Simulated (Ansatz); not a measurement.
## The perfect Au wire along [110], 9 atoms a period

Wanted: the relaxed geometry and the bands of the Au wire along [110], 9 atoms a period.

Calculated with Ansatz 0.2.0; DFT PBE, plane waves, PAW; relaxation of a wire's period; PAW set soft_1, in the first sound run; inputs show where later runs differ.

## Step 1: The structure

The cell holds 9 atoms: 9 Au. Cell: a = 15.120 Å, b = 12.683 Å, c = 2.942 Å, α = 90.0°, β = 90.0°, γ = 90.0°. Vacuum lies along a and b. The structure's axis is c.

## Step 2: Relaxing the period

Band widths follow the bond lengths, so the wire is relaxed first. The atoms and the third cell vector are free; the box across stays fixed as vacuum. A Fermi-Dirac smearing is set since the result may be a metal. The pressure printed is a third of the stress's trace over the whole box, vacuum included; only the stress along the axis is relaxed.

Input file input.yaml:

```yaml
crystal:
  lattice:
    - [15.12, 0.0, 0.0]
    - [0.0, 12.683, 0.0]
    - [0.0, 0.0, 2.9415642097]
  atoms:
    - { symbol: Au, position: [0.224867725, 0.500005063, 0.0] }
    - { symbol: Au, position: [0.5, 0.731934749, 0.0] }
    - { symbol: Au, position: [0.5, 0.500005063, 0.0] }
    - { symbol: Au, position: [0.775132275, 0.500005063, 0.0] }
    - { symbol: Au, position: [0.362433862, 0.38404022, 0.5] }
    - { symbol: Au, position: [0.362433862, 0.615969906, 0.5] }
    - { symbol: Au, position: [0.637566138, 0.38404022, 0.5] }
    - { symbol: Au, position: [0.637566138, 0.615969906, 0.5] }
    - { symbol: Au, position: [0.5, 0.268075376, 0.0] }
kpoints:
  mp_grid: { grid: [1, 1, 28] }
scf:
  occupations: { method: fermi_dirac, width: 0.05 }
hamiltonian:
  xc: pbe
  pseudopotentials: { kind: paw, azcp: { folder: soft_1 } }
relax:
  cell: { fix: [a, b, alpha, beta, gamma] }
  max_steps: 45
  f_tol: 0.03
```

On the command line:

```bash
$ ansatz run input.yaml --threads 4 --pin off --max-ram 16384MiB --backend cpu --events-out ev --progress --plain --runs-dir out
```

Numbers of over 12 decimals in the logs are rounded to 6 here.

Output:

```text
Engine: ansatz 0.2.0, x86_64-unknown-linux-gnu
Pseudopotentials: kind: paw
Pseudopotential: Au, paw, valence charge 19, recommended cutoff 420 eV (normal), soft_1/Au.paw.azcp
Functional definition: PBE
  parameter kappa = 0.804
  parameter beta = 0.066725
  exchange = pbe_x(kappa = kappa, mu = beta*pi^2/3)
  correlation = pbe_c(beta = beta)
Crystal: 9 atoms, lattice volume = 564.095 Å³
Basis set: ecut = 420 eV, 10973 PW (Γ), exchange–correlation on 216×180×40 points (8 copies of the dense FFT grid, shifted against one another)
Bands: 103, of which v1, the nominal top of the filled ones, is band 86 counted from 1 (85 counted from 0)
Symmetry: 8 space group operations
Space group: Pmmm (ITA 47), of the structure as read, at distance tolerance 8.3e-5 Å
k-points: 15 of 28
Non-local potential: Au, projectors of the file, l = 0: 3, l = 1: 2, l = 2: 2, l = 3: 1
PAW form: soft (Blöchl's): semilocal exchange-correlation on the pseudo side does not see the compensation charge
PAW one-centre angular grid: Au, 590 points (default); XC on 64 Gauss nodes
Initial density: superposition of atomic densities (neutral atoms: chi_scale 0, normalization atom)
Initial wavefunctions: pseudopotential atomic-orbital guess
Functional: x = pbe(κ = 0.804, μ = 0.219515), c = pbe(β = 0.066725)
SCF iter   1: F=—  HF=-118358.107574 eV  |F-HF|=—  |Δ(HF+E_count)|=         —  Δρ=2.98e-2  dr2=6.08e0  ethr=3.10e-3  ⟨swp⟩=6.6  Hψ=6127  notcnv=0  defer=24
preconditioner: auto → LDOS  [metal: Δε(μ)=0.064 eV  Ē_g=7.127 eV  σ=0.050 eV  W_gap=0.31  n_scr=96 (ndim 8)  ℏωp=15.6 eV  f_vac=0.621  D(μ)=3.07/eV (n_scr^D=16)  β→1.0]
SCF iter   2: F=—  HF=-118358.419366 eV  |F-HF|=—  |Δ(HF+E_count)|=   3.12e-1  Δρ=3.29e-2  dr2=6.30e0  ethr=3.10e-3  ⟨swp⟩=3.0  Hψ=3488  notcnv=0  defer=137
SCF iter   3: F=—  HF=-118356.434562 eV  |F-HF|=—  |Δ(HF+E_count)|=    1.98e0  Δρ=2.29e-3  dr2=5.44e-2  ethr=3.10e-3  ⟨swp⟩=2.0  Hψ=2641  notcnv=0  defer=149
SCF iter   4: F=—  HF=-118356.428889 eV  |F-HF|=—  |Δ(HF+E_count)|=   5.67e-3  Δρ=1.39e-3  dr2=3.46e-2  ethr=3.18e-5  ⟨swp⟩=3.5  Hψ=3844  notcnv=0  defer=148
SCF iter   5: F=—  HF=-118356.423578 eV  |F-HF|=—  |Δ(HF+E_count)|=   5.31e-3  Δρ=4.98e-4  dr2=5.02e-3  ethr=2.02e-5  ⟨swp⟩=2.2  Hψ=2079  notcnv=0  defer=148
SCF iter   6: F=—  HF=-118356.423051 eV  |F-HF|=—  |Δ(HF+E_count)|=   5.27e-4  Δρ=1.62e-4  dr2=4.33e-4  ethr=2.94e-6  ⟨swp⟩=2.0  Hψ=1986  notcnv=0  defer=148
SCF iter   7: F=—  HF=-118356.422980 eV  |F-HF|=—  |Δ(HF+E_count)|=   7.01e-5  Δρ=3.70e-5  dr2=2.04e-5  ethr=2.53e-7  ⟨swp⟩=2.0  Hψ=2138  notcnv=0  defer=148
SCF iter   8: F=—  HF=-118356.422972 eV  |F-HF|=—  |Δ(HF+E_count)|=   8.27e-6  Δρ=1.17e-5  dr2=1.78e-6  ethr=1.19e-8  ⟨swp⟩=2.0  Hψ=2423  notcnv=0  defer=148
SCF iter   9: F=-118356.422972 eV  HF=-118356.422972 eV  |F-HF|=1.47e-8  |Δ(HF+E_count)|=   5.51e-8  Δρ=3.99e-6  dr2=7.56e-8  ethr=5.85e-11  ⟨swp⟩=3.8  Hψ=6395  notcnv=0
SCF 1 converged in 9 iterations: F = -118356.422972 eV  dr2 = 7.56e-8
  greatest PAW one-centre occupation: 1.000 electrons in one spin orbital (limit 2), on the Au atom at site 7 (counted from 0), in its partial waves of l = 0
relax step   1: F+E_penalty+E_count = -118356.42297218 eV  Δ(F+E_penalty+E_count) = +0.000e0 eV  max|allowed force component| = 7.342e-1 eV/Å  Δτ_max = 0.0000 Å  P = -2.179 GPa  Ω = 564.095 Å³  fix = [a, b, alpha, beta, gamma]  reactions: a -1.753, b -0.999 GPa  (9 SCF iters, dr2 threshold 1.00e-7 eV, accepted)
Crystal: 9 atoms, lattice volume = 536.691 Å³
Basis set: ecut = 420 eV, 10537 PW (Γ), exchange–correlation on 216×180×40 points (8 copies of the dense FFT grid, shifted against one another)
Initial density: handed on by an earlier stage of this run
Initial wavefunctions: those handed on with the density
iter 1 solved again at ethr=1.50e-4 eV; its pass at ethr=3.10e-3 eV (dr2=2.57e-1 eV) is discarded
SCF iter   1: F=—  HF=-118356.988215 eV  |F-HF|=—  |Δ(HF+E_count)|=         —  Δρ=6.32e-3  dr2=2.60e-1  ethr=1.50e-4  ⟨swp⟩=3.7  Hψ=8129  notcnv=0
preconditioner: auto → LDOS  [metal: Δε(μ)=0.131 eV  Ē_g=8.059 eV  σ=0.050 eV  W_gap=0.46  n_scr=80 (ndim 8)  ℏωp=15.9 eV  f_vac=0.628  D(μ)=1.92/eV (n_scr^D=8)  β→1.0]
SCF iter   2: F=—  HF=-118357.052155 eV  |F-HF|=—  |Δ(HF+E_count)|=   6.39e-2  Δρ=7.16e-3  dr2=5.12e-1  ethr=1.50e-4  ⟨swp⟩=3.9  Hψ=3621  notcnv=0
SCF iter   3: F=—  HF=-118356.930336 eV  |F-HF|=—  |Δ(HF+E_count)|=   1.22e-1  Δρ=1.38e-3  dr2=1.35e-2  ethr=1.50e-4  ⟨swp⟩=2.4  Hψ=2636  notcnv=0  defer=93
SCF iter   4: F=—  HF=-118356.927194 eV  |F-HF|=—  |Δ(HF+E_count)|=   3.14e-3  Δρ=3.46e-4  dr2=1.37e-3  ethr=7.89e-6  ⟨swp⟩=2.2  Hψ=2715  notcnv=0  defer=116
SCF iter   5: F=—  HF=-118356.926886 eV  |F-HF|=—  |Δ(HF+E_count)|=   3.08e-4  Δρ=7.51e-5  dr2=2.51e-5  ethr=8.02e-7  ⟨swp⟩=2.0  Hψ=2133  notcnv=0  defer=116
SCF iter   6: F=—  HF=-118356.926970 eV  |F-HF|=—  |Δ(HF+E_count)|=   8.39e-5  Δρ=2.62e-5  dr2=3.82e-6  ethr=1.47e-8  ⟨swp⟩=3.1  Hψ=2835  notcnv=0  defer=116
SCF iter   7: F=-118356.926970 eV  HF=-118356.926970 eV  |F-HF|=1.39e-8  |Δ(HF+E_count)|=   1.33e-7  Δρ=7.83e-6  dr2=2.36e-7  ethr=5.26e-10  ⟨swp⟩=5.0  Hψ=5646  notcnv=0
SCF 2 converged in 7 iterations: F = -118356.926970 eV  dr2 = 2.36e-7
relax step   2: F+E_penalty+E_count = -118356.92697014 eV  Δ(F+E_penalty+E_count) = -5.040e-1 eV  max|allowed force component| = 4.206e-1 eV/Å  Δτ_max = 0.1739 Å  P = +0.950 GPa  Ω = 536.691 Å³  energy of the carried Pulay correction = +2.705e-3 eV  fix = [a, b, alpha, beta, gamma]  reactions: a +1.263, b +1.340 GPa  (7 SCF iters, dr2 threshold 9.00e-7 eV, accepted)
Crystal: 9 atoms, lattice volume = 531.517 Å³
Basis set: ecut = 420 eV, 10437 PW (Γ), exchange–correlation on 216×180×40 points (8 copies of the dense FFT grid, shifted against one another)
iter 1 solved again at ethr=5.66e-5 eV; its pass at ethr=3.10e-3 eV (dr2=9.68e-2 eV) is discarded
SCF iter   1: F=—  HF=-118357.108674 eV  |F-HF|=—  |Δ(HF+E_count)|=         —  Δρ=4.01e-3  dr2=1.15e-1  ethr=5.66e-5  ⟨swp⟩=2.9  Hψ=7702  notcnv=0
preconditioner: auto → LDOS  [metal: Δε(μ)=0.083 eV  Ē_g=8.071 eV  σ=0.050 eV  W_gap=0.37  n_scr=78 (ndim 8)  ℏωp=16.0 eV  f_vac=0.620  D(μ)=2.63/eV (n_scr^D=10)  β→1.0]
SCF iter   2: F=—  HF=-118357.139714 eV  |F-HF|=—  |Δ(HF+E_count)|=   3.10e-2  Δρ=3.61e-3  dr2=2.65e-1  ethr=5.66e-5  ⟨swp⟩=3.1  Hψ=3215  notcnv=0  recentre
SCF iter   3: F=—  HF=-118357.086630 eV  |F-HF|=—  |Δ(HF+E_count)|=   5.31e-2  Δρ=1.04e-3  dr2=6.87e-3  ethr=5.66e-5  ⟨swp⟩=2.3  Hψ=2882  notcnv=0  defer=66
SCF iter   4: F=—  HF=-118357.085551 eV  |F-HF|=—  |Δ(HF+E_count)|=   1.08e-3  Δρ=2.52e-4  dr2=4.74e-4  ethr=4.01e-6  ⟨swp⟩=2.2  Hψ=2539  notcnv=0  defer=91
SCF iter   5: F=—  HF=-118357.085505 eV  |F-HF|=—  |Δ(HF+E_count)|=   4.58e-5  Δρ=4.03e-5  dr2=5.77e-6  ethr=2.77e-7  ⟨swp⟩=2.3  Hψ=2382  notcnv=0  defer=91
SCF iter   6: F=—  HF=-118357.085508 eV  |F-HF|=—  |Δ(HF+E_count)|=   3.33e-6  Δρ=1.50e-5  dr2=1.26e-6  ethr=5.26e-10  ⟨swp⟩=5.8  Hψ=6133  notcnv=0
SCF iter   7: F=-118357.085508 eV  HF=-118357.085508 eV  |F-HF|=4.22e-8  |Δ(HF+E_count)|=   2.31e-7  Δρ=3.96e-6  dr2=6.20e-8  ethr=5.26e-10  ⟨swp⟩=4.4  Hψ=4997  notcnv=0
SCF 3 converged in 7 iterations: F = -118357.085508 eV  dr2 = 6.20e-8
relax step   3: F+E_penalty+E_count = -118357.08550842 eV  Δ(F+E_penalty+E_count) = -1.585e-1 eV  max|allowed force component| = 1.181e-1 eV/Å  Δτ_max = 0.1221 Å  P = +0.120 GPa  Ω = 531.517 Å³  energy of the carried Pulay correction = +3.242e-3 eV  fix = [a, b, alpha, beta, gamma]  reactions: a +0.129, b +0.239 GPa  (7 SCF iters, dr2 threshold 9.00e-7 eV, accepted)
[...]
relax step   4: F+E_penalty+E_count = -118357.09949734 eV  Δ(F+E_penalty+E_count) = -1.399e-2 eV  max|allowed force component| = 5.765e-2 eV/Å  Δτ_max = 0.0402 Å  P = +0.068 GPa  Ω = 529.651 Å³  energy of the carried Pulay correction = +3.438e-3 eV  fix = [a, b, alpha, beta, gamma]  reactions: a +0.028, b +0.087 GPa  (6 SCF iters, dr2 threshold 8.72e-7 eV, accepted)
[...]
relax step   5: F+E_penalty+E_count = -118357.10960197 eV  Δ(F+E_penalty+E_count) = -1.010e-2 eV  max|allowed force component| = 7.380e-2 eV/Å  Δτ_max = 0.0945 Å  P = -0.062 GPa  Ω = 528.683 Å³  energy of the carried Pulay correction = +3.540e-3 eV  fix = [a, b, alpha, beta, gamma]  reactions: a -0.077, b -0.054 GPa  (7 SCF iters, dr2 threshold 2.08e-7 eV, accepted)
[...]
relax step   6: F+E_penalty+E_count = -118357.11166338 eV  Δ(F+E_penalty+E_count) = -2.061e-3 eV  max|allowed force component| = 2.897e-2 eV/Å  Δτ_max = 0.0552 Å  P = -0.061 GPa  Ω = 528.298 Å³  energy of the carried Pulay correction = +3.580e-3 eV  fix = [a, b, alpha, beta, gamma]  reactions: a -0.050, b -0.083 GPa  (6 SCF iters, dr2 threshold 3.40e-7 eV, accepted)
[...]
relax step   7: F+E_penalty+E_count = -118357.10789512 eV  Δ(F+E_penalty+E_count) = +3.768e-3 eV  max|allowed force component| = 2.860e-2 eV/Å  Δτ_max = 0.0000 Å  P = -0.061 GPa  Ω = 528.298 Å³  fix = [a, b, alpha, beta, gamma]  reactions: a -0.049, b -0.084 GPa  stress off target by 5.04e-2 GPa on what of the cell is left free  SCF on the basis re-selected at this cell (its energy is not comparable with the rows above)  (7 SCF iters)
[...]
relax step   8: F+E_penalty+E_count = -118357.10895223 eV  Δ(F+E_penalty+E_count) = -1.057e-3 eV  max|allowed force component| = 1.079e-2 eV/Å  Δτ_max = 0.0268 Å  P = -0.011 GPa  Ω = 528.598 Å³  energy of the carried Pulay correction = -3.784e-5 eV  fix = [a, b, alpha, beta, gamma]  reactions: a +0.013, b -0.034 GPa  (8 SCF iters, dr2 threshold 6.34e-9 eV, accepted)
iter 1 solved again at ethr=1.06e-6 eV; its pass at ethr=3.10e-3 eV (dr2=1.81e-3 eV) is discarded
SCF iter   1: F=—  HF=-118357.108790 eV  |F-HF|=—  |Δ(HF+E_count)|=         —  Δρ=1.23e-5  dr2=4.44e-8  ethr=1.06e-6  ⟨swp⟩=3.5  Hψ=10588  notcnv=0
eigensolver tolerance schedule: the retry pair's looser diagonalisation over-reported the residual by 40682.48 of it (diagonalisation noise at an unbounded share of the residual, at the tolerance the schedule requests for it); recorded, not acted on — ethr = c·dr2/N_el stays at c = 1.0e-1
preconditioner: auto → LDOS  [metal: Δε(μ)=0.085 eV  Ē_g=8.053 eV  σ=0.050 eV  W_gap=0.40  n_scr=78 (ndim 8)  ℏωp=16.1 eV  f_vac=0.615  D(μ)=3.12/eV (n_scr^D=16)  β→1.0]
SCF iter   2: F=—  HF=-118357.108991 eV  |F-HF|=—  |Δ(HF+E_count)|=   2.01e-4  Δρ=3.80e-6  dr2=1.09e-7  ethr=2.60e-11  ⟨swp⟩=4.9  Hψ=5231  notcnv=0
SCF iter   3: F=—  HF=-118357.108991 eV  |F-HF|=—  |Δ(HF+E_count)|=   3.31e-8  Δρ=7.04e-7  dr2=4.88e-9  ethr=2.60e-11  ⟨swp⟩=2.1  Hψ=2609  notcnv=0
SCF iter   4: F=—  HF=-118357.108991 eV  |F-HF|=—  |Δ(HF+E_count)|=   1.52e-7  Δρ=4.81e-7  dr2=3.20e-9  ethr=2.85e-12  ⟨swp⟩=2.4  Hψ=2408  notcnv=0
SCF iter   5: F=—  HF=-118357.108991 eV  |F-HF|=—  |Δ(HF+E_count)|=   1.48e-7  Δρ=3.48e-7  dr2=6.80e-10  ethr=1.87e-12  ⟨swp⟩=2.3  Hψ=2296  notcnv=0
SCF iter   6: F=-118357.108991 eV  HF=-118357.108991 eV  |F-HF|=5.82e-11  |Δ(HF+E_count)|=  9.02e-10  Δρ=3.83e-8  dr2=9.19e-12  ethr=1.00e-12  ⟨swp⟩=3.3  Hψ=6049  notcnv=0
SCF 9 converged in 6 iterations: F = -118357.108991 eV  dr2 = 9.19e-12
relax step   9: F+E_penalty+E_count = -118357.10899068 eV  Δ(F+E_penalty+E_count) = -3.845e-5 eV  max|allowed force component| = 1.078e-2 eV/Å  Δτ_max = 0.0000 Å  P = -0.011 GPa  Ω = 528.598 Å³  fix = [a, b, alpha, beta, gamma]  reactions: a +0.013, b -0.034 GPa  stress off target by 1.05e-2 GPa on what of the cell is left free  SCF on the basis re-selected at this cell (its energy is not comparable with the rows above)  (6 SCF iters)
basis re-selected at this cell: Δ(F+E_penalty+E_count) = -3.845e-5 eV, ΔP = -0.000 GPa vs the last step (what re-selecting the basis moved, of the pressure what is left beyond the Pulay correction that the steps carried, after the strain that the cell walked since its last selection, with what the two solves' SCF thresholds leave and, on support functions, any second-order correction that the steps lacked; it is no m [...]
SCF converged after 6 iterations
Free energy (F): -118357.108991 eV
Harris-Foulkes:  -118357.108991 eV  (|F-HF|=5.82e-11)
Internal energy: -118357.082844 eV  (E = F + TS)
E sigma→0 (E₀):  -118357.095917 eV
Entropy (-TS):   -0.026147 eV (-2.905 meV/atom)
Fermi energy:    2.124051 eV
--- Per-component energies (eV) ---
  E_band       = -4896.398199
  E_kinetic    = 5199.979447
  E_local      = -104324.084911  (includes V_loc(G=0)·N_el)
  E_nonlocal   = 882.969806
  E_hartree    = 49629.722548
  E_xc         = -1930.253650
  E_vxc        = -2342.177725  (∫ρ·V_xc dr)
  E_paw        = -87587.593587  (= ΣΔE_a)
  E_vpaw       = -3572.544643  (= ΣTr[D̂ρ^β])
  E_aug_tail   = 0.014459  (compensation charges beyond the density's cutoff)
  E_ewald      = 19772.163044
  E_smearing   = -0.026147  (= −TS)
  E_closure    = 0.000000  (closes the sum)
  Σ components = -118357.108991   (vs F -118357.108991, Δ=0.00e0)
--- Forces (eV/Å), atoms counted from 1 ---
  atom   1  Au    -0.00479277    -0.00000000     0.00000000
  atom   2  Au    -0.00000000     0.01077631    -0.00000000
  atom   3  Au     0.00000000    -0.00000000     0.00000000
  atom   4  Au     0.00479277     0.00000000    -0.00000000
  atom   5  Au    -0.00153631    -0.00149932     0.00000000
  atom   6  Au    -0.00153631     0.00149932     0.00000000
  atom   7  Au     0.00153631    -0.00149932    -0.00000000
  atom   8  Au     0.00153631     0.00149932    -0.00000000
  atom   9  Au     0.00000000    -0.01077631     0.00000000
  max |Σ_I F_I| component: 2.17e-19 eV/Å
--- Stress (GPa, compression-positive) ---
        0.012532       0.000000      -0.000000
        0.000000      -0.033815      -0.000000
       -0.000000      -0.000000      -0.010465
  P = ⅓ Tr σ = -0.0106 GPa (-0.106 kbar)
--- Relaxed structure (7 steps of the walk, 7 accepted, 2 SCFs on fresh bases) ---
  F+E_penalty+E_count = -118357.10899068 eV   max|allowed force component| = 1.078e-2 eV/Å   (the final SCF, on the basis selected at the relaxed cell)
  cell:  # Å, volume = 528.5982 Å³
    - [15.12, 0.0, 0.0]
    - [0.0, 12.683, 0.0]
    - [0.0, 0.0, 2.756461]
  atoms:
    - { symbol: Au, position: [0.244738, 0.5, 0.0] }
    - { symbol: Au, position: [0.500000, 0.729456, 0.0] }
    - { symbol: Au, position: [0.500000, 0.5, 0.0] }
    - { symbol: Au, position: [0.755262, 0.5, 0.0] }
    - { symbol: Au, position: [0.358058, 0.361876, 0.5] }
    - { symbol: Au, position: [0.358058, 0.638124, 0.5] }
    - { symbol: Au, position: [0.641942, 0.361876, 0.5] }
    - { symbol: Au, position: [0.641942, 0.638124, 0.5] }
    - { symbol: Au, position: [0.500000, 0.270544, 0.0] }
```

Wall time 73 s (4 threads of AMD EPYC 9R14 (Zen 4), shared host); peak memory 1.7 GiB; 4.6 min of CPU time.

(Part 1 of 2 ends here.)

[Logs are printed without paths, hosts, clocks, repeated set-up lines and the standing remarks that a program may print on its own settings, such as how far it seeks lower states.]

[Hosts, paths, dates, database ids (printed as entryN), source tags and the programs' standing remarks are cut or masked in the printed files.]
